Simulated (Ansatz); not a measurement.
# Preparing K3YF6 (P2_1/c) as a host crystal

Before any defect goes in: K3YF6 (P2_1/c) at rest, and how it screens a charge.

Program: Ansatz 0.2.0. Level of theory: plane-wave PAW DFT, PBEsol; relaxation of the host's cell and atoms, in the first sound run; inputs show where later runs differ. Results are calculated unless marked as measured.

## (1) Starting point

It takes space group P2_1/c (No. 14, monoclinic). Conventional cell: a = 6.282 Å, b = 6.567 Å, c = 10.779 Å, α = 90.00°, β = 124.17°, γ = 90.00°. Nearest to K lie 7 F at 2.63 to 3.09 Å. K has 6 F at 2.56 to 2.64 Å nearest. Nearest to Y lie 6 F at 2.17 to 2.18 Å. Nearest to F lie 1 Y at 2.17 Å and 3 K at 2.61 to 2.66 Å. Nearest to F lie 1 Y at 2.18 Å and 3 K at 2.64 to 2.84 Å. Nearest to F lie 1 Y at 2.17 Å and 4 K at 2.56 to 3.09 Å. Farther neighbours and most contacts between anions are not listed.

## (2) Host cell relaxation

Cell and atoms are relaxed together, until forces and stress fall under their thresholds.

cell/input.yaml reads:

```yaml
crystal:
  lattice:
    - [6.2823363, 0.0, 0.0]
    - [0.0, 6.5670509, 0.0]
    - [-6.0544918, 0.0, 8.9185206]
  atoms:
    - { symbol: K, position: [0.27629635, 0.05631752, 0.75685009] }
    - { symbol: K, position: [0.72370365, 0.55631752, 0.74314991] }
    - { symbol: K, position: [0.72370365, 0.94368248, 0.24314991] }
    - { symbol: K, position: [0.27629635, 0.44368248, 0.25685009] }
    - { symbol: K, position: [0.5, 0.0, 0.5] }
    - { symbol: K, position: [0.5, 0.5, 0.0] }
    - { symbol: "Y", position: [0.0, 0.5, 0.5] }
    - { symbol: "Y", position: [0.0, 0.0, 0.0] }
    - { symbol: F, position: [0.10556669, 0.06336328, 0.22587554] }
    - { symbol: F, position: [0.89443331, 0.56336328, 0.27412446] }
    - { symbol: F, position: [0.89443331, 0.93663672, 0.77412446] }
    - { symbol: F, position: [0.10556669, 0.43663672, 0.72587554] }
    - { symbol: F, position: [0.75202756, 0.26818671, 0.92350028] }
    - { symbol: F, position: [0.24797244, 0.76818671, 0.57649972] }
    - { symbol: F, position: [0.24797244, 0.73181329, 0.07649972] }
    - { symbol: F, position: [0.75202756, 0.23181329, 0.42350028] }
    - { symbol: F, position: [0.66954886, 0.67755286, 0.45011677] }
    - { symbol: F, position: [0.33045114, 0.17755286, 0.04988323] }
    - { symbol: F, position: [0.33045114, 0.32244714, 0.54988323] }
    - { symbol: F, position: [0.66954886, 0.82244714, 0.95011677] }
basis:
  ecutwfc: 420
  xc_grid: 2
hamiltonian:
  xc: pbesol
kpoints:
  mp_grid: { grid: [6, 4, 3] }
scf:
  occupations: { method: fixed }
  max_iter: 100
relax:
  f_tol: 0.005
  max_steps: 60
  cell: {}
output:
  forces: true
  stress: true
checkpoint:
  write: "../cell.run"
  compress: false
  write_wavefunctions: false
  write_every: 100000
```

On the command line:

```
$ ansatz run input.yaml --threads 4 --pin off --max-ram 7536MiB --backend cpu --events-out ev --progress --plain --runs-dir out
```

Numbers of over 12 decimals in the logs are rounded to 6 here.

The log of the run:

```text
[... repeated set-up lines and file paths are left out, and long positions are rounded to six places ...]
Engine: ansatz 0.2.0, x86_64-unknown-linux-gnu
Pseudopotentials: kind: paw
Pseudopotential: K, paw, valence charge 9, recommended cutoff 420 eV (normal), K.paw.azcp
Pseudopotential: Y, paw, valence charge 11, recommended cutoff 420 eV (normal), Y.paw.azcp
Pseudopotential: F, paw, valence charge 7, recommended cutoff 420 eV (normal), F.paw.azcp
Functional definition: PBEsol
  exchange = pbesol_x
  correlation = pbesol_c
Crystal: 20 atoms, lattice volume = 367.946 Å³
Basis set: ecut = 420 eV, 7197 PW (Γ), exchange–correlation on 90×90×150 points (8 copies of the dense FFT grid, shifted against one another)
Bands: 100, of which v1, the nominal top of the filled ones, is band 80 counted from 1 (79 counted from 0)
Symmetry: 4 space group operations
Space group: P21/c (ITA 14), of the structure as read, at distance tolerance 7.2e-5 Å
k-points: 30 of 72
Non-local potential: K, projectors of the file, l = 0: 3, l = 1: 2, l = 2: 2
Non-local potential: Y, projectors of the file, l = 0: 3, l = 1: 2, l = 2: 2, l = 3: 1
Non-local potential: F, projectors of the file, l = 0: 2, l = 1: 2, l = 2: 1
PAW form: soft (Blöchl's): semilocal exchange-correlation on the pseudo side does not see the compensation charge
PAW frozen core: K, regenerated for the run's functional, and the local potential with it (the file was generated under x = pbe(κ = 0.804, μ = 0.219515), c = pbe(β = 0.066725))
PAW frozen core: Y, regenerated for the run's functional, and the local potential with it (the file was generated under x = pbe(κ = 0.804, μ = 0.219515), c = pbe(β = 0.066725))
PAW frozen core: F, regenerated for the run's functional, and the local potential with it (the file was generated under x = pbe(κ = 0.804, μ = 0.219515), c = pbe(β = 0.066725))
PAW one-centre angular grid: K, 110 points (default); XC on 64 Gauss nodes
PAW one-centre angular grid: Y, 590 points (default); XC on 64 Gauss nodes
PAW one-centre angular grid: F, 110 points (default); XC on 64 Gauss nodes
Initial density: superposition of atomic densities (neutral atoms: chi_scale 0, normalization atom), corrected by the library's trained network
Initial wavefunctions: pseudopotential atomic-orbital guess
Functional: x = pbesol(κ = 0.804, μ = 0.123457), c = pbesol(β = 0.046)
SCF iter   1: F=—  HF=-26324.805846 eV  |F-HF|=—  |Δ(HF+E_count)|=         —  Δρ=1.09e-2  dr2=2.73e-1  ethr=1.77e-3  ⟨swp⟩=5.0  Hψ=8900  notcnv=0  defer=418
preconditioner: auto → Resta (q_TF=auto, 2.375 Å⁻¹)  ε∞=2.8  [insulator: Δε(μ)=6.473 eV  Ē_g=18.072 eV  n_scr=90 (ndim 8)  ℏωp=24.2 eV  f_vac=0.169  ε∞_Penn≈2.8]
SCF iter   2: F=—  HF=-26324.737749 eV  |F-HF|=—  |Δ(HF+E_count)|=   6.81e-2  Δρ=2.83e-3  dr2=1.42e-2  ethr=1.71e-4  ⟨swp⟩=2.1  Hψ=5312  notcnv=0  defer=520
SCF iter   3: F=—  HF=-26324.734404 eV  |F-HF|=—  |Δ(HF+E_count)|=   3.35e-3  Δρ=7.13e-4  dr2=1.19e-3  ethr=8.88e-6  ⟨swp⟩=2.0  Hψ=4693  notcnv=0  defer=508
automatic band count: iteration 3 solves 99 bands in place of 100: the levels show a gap, and the empty bands left out lie too high to hold charge; the band table lists the bands solved (type scf.n_extra_bands for more)
SCF iter   4: F=—  HF=-26324.734664 eV  |F-HF|=—  |Δ(HF+E_count)|=   2.60e-4  Δρ=1.14e-4  dr2=3.17e-5  ethr=7.41e-7  ⟨swp⟩=2.0  Hψ=4990  notcnv=0  defer=510
SCF iter   5: F=—  HF=-26324.734469 eV  |F-HF|=—  |Δ(HF+E_count)|=   1.95e-4  Δρ=6.35e-5  dr2=9.03e-6  ethr=1.98e-8  ⟨swp⟩=2.0  Hψ=4575  notcnv=0  defer=346
SCF iter   6: F=—  HF=-26324.734468 eV  |F-HF|=—  |Δ(HF+E_count)|=   9.96e-7  Δρ=1.70e-5  dr2=6.93e-7  ethr=5.65e-9  ⟨swp⟩=2.2  Hψ=4742  notcnv=0  defer=347
SCF iter   7: F=-26324.734468 eV  HF=-26324.734468 eV  |F-HF|=9.90e-8  |Δ(HF+E_count)|=   5.60e-7  Δρ=3.54e-6  dr2=5.13e-8  ethr=6.25e-11  ⟨swp⟩=4.0  Hψ=8967  notcnv=0
SCF 1 converged in 7 iterations: F = -26324.734468 eV  dr2 = 5.13e-8
  greatest PAW one-centre occupation: 0.993 electrons in one spin orbital (limit 2), on the Y atom at site 7 (counted from 0), in its partial waves of l = 0
relax step   1: F+E_penalty+E_count = -26324.73446842 eV  Δ(F+E_penalty+E_count) = +0.000e0 eV  max|allowed force component| = 1.109e-1 eV/Å  Δτ_max = 0.0000 Å  P = -0.318 GPa  Ω = 367.946 Å³  (7 SCF iters, dr2 threshold 1.00e-7 eV, accepted)
[... the SCF cycles and remarks between the steps are left out from here to the last step ...]
relax step   2: F+E_penalty+E_count = -26324.74041551 eV  Δ(F+E_penalty+E_count) = -5.947e-3 eV  max|allowed force component| = 4.116e-2 eV/Å  Δτ_max = 0.0303 Å  P = +0.054 GPa  Ω = 368.473 Å³  energy of the carried Pulay correction = -1.364e-3 eV  (6 SCF iters, dr2 threshold 7.69e-7 eV, accepted)
relax step   3: F+E_penalty+E_count = -26324.74267271 eV  Δ(F+E_penalty+E_count) = -2.257e-3 eV  max|allowed force component| = 1.031e-2 eV/Å  Δτ_max = 0.0118 Å  P = +0.021 GPa  Ω = 368.174 Å³  energy of the carried Pulay correction = -5.902e-4 eV  (6 SCF iters, dr2 threshold 1.06e-7 eV, accepted)
relax step   4: F+E_penalty+E_count = -26324.74277130 eV  Δ(F+E_penalty+E_count) = -9.859e-5 eV  max|allowed force component| = 1.602e-3 eV/Å  Δτ_max = 0.0089 Å  P = -0.000 GPa  Ω = 368.236 Å³  energy of the carried Pulay correction = -7.510e-4 eV  (7 SCF iters, dr2 threshold 6.64e-9 eV, accepted)
Initial wavefunctions: pseudopotential atomic-orbital guess (no wavefunctions were taken with the density)
iter 1 solved again at ethr=1.81e-7 eV; its pass at ethr=3.10e-3 eV (dr2=2.89e-4 eV) is discarded
SCF iter   1: F=—  HF=-26324.744310 eV  |F-HF|=—  |Δ(HF+E_count)|=         —  Δρ=4.62e-5  dr2=9.27e-7  ethr=1.81e-7  ⟨swp⟩=3.2  Hψ=16029  notcnv=0  defer=540
SCF iter   2: F=—  HF=-26324.744094 eV  |F-HF|=—  |Δ(HF+E_count)|=   2.16e-4  Δρ=2.31e-5  dr2=2.34e-7  ethr=5.79e-10  ⟨swp⟩=2.0  Hψ=4918  notcnv=0  defer=484
SCF iter   3: F=—  HF=-26324.744099 eV  |F-HF|=—  |Δ(HF+E_count)|=   5.59e-6  Δρ=6.15e-6  dr2=6.84e-8  ethr=1.46e-10  ⟨swp⟩=2.1  Hψ=4816  notcnv=0  defer=485
SCF iter   4: F=—  HF=-26324.744099 eV  |F-HF|=—  |Δ(HF+E_count)|=   3.67e-8  Δρ=6.17e-7  dr2=4.50e-10  ethr=4.28e-11  ⟨swp⟩=2.0  Hψ=4633  notcnv=0  defer=485
SCF iter   5: F=-26324.744099 eV  HF=-26324.744099 eV  |F-HF|=3.64e-12  |Δ(HF+E_count)|=  9.82e-10  Δρ=1.32e-7  dr2=5.44e-11  ethr=1.00e-12  ⟨swp⟩=4.0  Hψ=8958  notcnv=0
SCF 5 converged in 5 iterations: F = -26324.744099 eV  dr2 = 5.44e-11
relax step   5: F+E_penalty+E_count = -26324.74409932 eV  Δ(F+E_penalty+E_count) = -1.328e-3 eV  max|allowed force component| = 1.641e-3 eV/Å  Δτ_max = 0.0000 Å  P = +0.005 GPa  Ω = 368.236 Å³  stress off target by 4.22e-2 GPa  SCF on the basis re-selected at this cell (its energy is not comparable with the rows above)  (5 SCF iters)
basis re-selected at this cell: Δ(F+E_penalty+E_count) = -1.328e-3 eV, ΔP = +0.005 GPa vs the last step (what re-selecting the basis moved, of the pressure what is left beyond the Pulay correction that the steps carried, after the strain that the cell walked [...]
SCF converged after 5 iterations
Free energy (F): -26324.744099 eV
Harris-Foulkes:  -26324.744099 eV  (|F-HF|=3.64e-12)
Internal energy: -26324.744099 eV  (E = F + TS)
E sigma→0 (E₀):  -26324.744099 eV
Fermi energy:    0.934395 eV
--- Per-component energies (eV) ---
  E_band       = -1344.576147
  E_kinetic    = 4616.893039
  E_local      = -12470.981787  (includes V_loc(G=0)·N_el)
  E_nonlocal   = 1067.841728
  E_hartree    = 4561.278848
  E_xc         = -2097.012307
  E_vxc        = -2606.850247  (∫ρ·V_xc dr)
  E_paw        = -12440.589147  (= ΣΔE_a)
  E_vpaw       = -1074.061050  (= ΣTr[D̂ρ^β])
  E_aug_tail   = 0.024306  (compensation charges beyond the density's cutoff)
  E_ewald      = -9563.652948
  E_core_change = 1.454168  (= ΣΔE_core)
  E_smearing   = -0.000000  (= −TS)
  E_closure    = -0.000000  (closes the sum)
  Σ components = -26324.744099   (vs F -26324.744099, Δ=0.00e0)
--- Forces (eV/Å), atoms counted from 1 ---
  atom   1  K      0.00022702    -0.00101080    -0.00029925
  atom   2  K     -0.00022702    -0.00101080     0.00029925
  atom   3  K     -0.00022702     0.00101080     0.00029925
  atom   4  K      0.00022702     0.00101080    -0.00029925
  atom   5  K      0.00000000    -0.00000000     0.00000000
  atom   6  K      0.00000000     0.00000000     0.00000000
  atom   7  Y      0.00000000    -0.00000000     0.00000000
  atom   8  Y      0.00000000     0.00000000    -0.00000000
  atom   9  F      0.00085595     0.00050326     0.00118548
  atom  10  F     -0.00085595     0.00050326    -0.00118548
  atom  11  F     -0.00085595    -0.00050326    -0.00118548
  atom  12  F      0.00085595    -0.00050326     0.00118548
  atom  13  F     -0.00013258     0.00103143    -0.00164055
  atom  14  F      0.00013258     0.00103143     0.00164055
  atom  15  F      0.00013258    -0.00103143     0.00164055
  atom  16  F     -0.00013258    -0.00103143    -0.00164055
  atom  17  F     -0.00026903     0.00099860    -0.00030277
  atom  18  F      0.00026903     0.00099860     0.00030277
  atom  19  F      0.00026903    -0.00099860     0.00030277
  atom  20  F     -0.00026903    -0.00099860    -0.00030277
  max |Σ_I F_I| component: 6.51e-19 eV/Å
--- Stress (GPa, compression-positive) ---
        0.001515       0.000000      -0.017732
        0.000000      -0.020461      -0.000000
       -0.017732      -0.000000       0.034474
  P = ⅓ Tr σ = 0.0052 GPa (0.052 kbar)
--- Relaxed structure (4 steps of the walk, 4 accepted, 1 SCFs on fresh bases) ---
  F+E_penalty+E_count = -26324.74409932 eV   max|allowed force component| = 1.641e-3 eV/Å   (the final SCF, on the basis selected at the relaxed cell)
  cell:  # Å, volume = 368.2363 Å³
    - [6.282058, 2.5279233518809603e-18, -0.016790]
    - [2.642488483639578e-18, 6.543249, 5.284976967279138e-18]
    - [-6.078059, 4.741131380208163e-18, 8.974659]
  atoms:
    - { symbol: K, position: [0.276961, 0.053086, 0.757894] }
    - { symbol: K, position: [0.723039, 0.553086, 0.742106] }
    - { symbol: K, position: [0.723039, 0.946914, 0.242106] }
    - { symbol: K, position: [0.276961, 0.446914, 0.257894] }
    - { symbol: K, position: [0.500000, 0, 0.500000] }
    - { symbol: K, position: [0.500000, 0.5, 1.0842021724855044e-19] }
    - { symbol: Y, position: [-5.551115123125783e-17, 0.5, 0.500000] }
    - { symbol: Y, position: [0, 0, 0] }
    - { symbol: F, position: [0.103420, 0.064562, 0.223576] }
    - { symbol: F, position: [0.896580, 0.564562, 0.276424] }
    - { symbol: F, position: [0.896580, 0.935438, 0.776424] }
    - { symbol: F, position: [0.103420, 0.435438, 0.723576] }
    - { symbol: F, position: [0.750322, 0.266755, 0.922262] }
    - { symbol: F, position: [0.249678, 0.766755, 0.577738] }
    - { symbol: F, position: [0.249678, 0.733245, 0.077738] }
    - { symbol: F, position: [0.750322, 0.233245, 0.422262] }
    - { symbol: F, position: [0.671433, 0.678976, 0.449877] }
    - { symbol: F, position: [0.328567, 0.178976, 0.050123] }
    - { symbol: F, position: [0.328567, 0.321024, 0.550123] }
    - { symbol: F, position: [0.671433, 0.821024, 0.949877] }
```

It took 42 s on 4 threads of Intel Xeon 6975P-C (Granite Rapids), shared host; peak memory 1.5 GiB; 2.6 min of CPU time.

Step by step:

| step | energy less that of the first step (eV) | largest force component (eV/Å) | pressure (GPa) | volume (Å³) |
| --- | --- | --- | --- | --- |
| 1 | 0.0000 | 0.1109 | -0.32 | 367.95 |
| 2 | -0.0059 | 0.0412 | 0.05 | 368.47 |
| 3 | -0.0082 | 0.0103 | 0.02 | 368.17 |
| 4 | -0.0083 | 0.0016 | 0.00 | 368.24 |
| 5* | -0.0096 | 0.0016 | 0.01 | 368.24 |

Relaxation steps marked * repeat the geometry before them on a plane-wave basis chosen anew for their cell, so energy and pressure can jump there.

Forces are held to the 4 operations that the run works with; a distortion that breaks them can't arise in this run.

| cell as run | before | after | change |
| --- | --- | --- | --- |
| a (Å) | 6.282 | 6.282 | -0.0 % |
| b (Å) | 6.567 | 6.543 | -0.4 % |
| c (Å) | 10.779 | 10.839 | +0.6 % |
| β (°) | 124.17 | 124.26 | +0.1 % |
| volume (Å³/atom) | 18.40 | 18.41 | +0.1 % |

The atoms that moved most (Å, as changes of fractional coordinates times the final cell):

| atom | dx | dy | dz | length |
| --- | --- | --- | --- | --- |
| K2 | 0.002 | -0.021 | -0.009 | 0.023 |
| K1 | -0.002 | -0.021 | 0.009 | 0.023 |
| K4 | -0.002 | 0.021 | 0.009 | 0.023 |
| K3 | 0.002 | 0.021 | -0.009 | 0.023 |
| F11 | 0.000 | -0.008 | 0.021 | 0.022 |
| F12 | 0.000 | -0.008 | -0.021 | 0.022 |
| F9 | 0.000 | 0.008 | -0.021 | 0.022 |
| F10 | 0.000 | 0.008 | 0.021 | 0.022 |

This step gave:

```yaml
pressure: 0.005176 GPa
```

The relaxation ends with a largest force component of 0.0016 eV/Å and a pressure of 0.01 GPa.

[end of part 1 of 4]

[Logs are printed without paths, hosts, clocks, repeated set-up lines and the standing remarks that a program may print on its own settings, such as how far it seeks lower states.]

[Hosts, paths, dates, database ids (printed as entryN), source tags and the programs' standing remarks are cut or masked in the printed files.]

[Runs of the host that timed out are not shown.]

[For some hosts the program warned that the k-mesh of the response run may be too coarse for force constants and the static dielectric constant; such warnings are not always shown.]
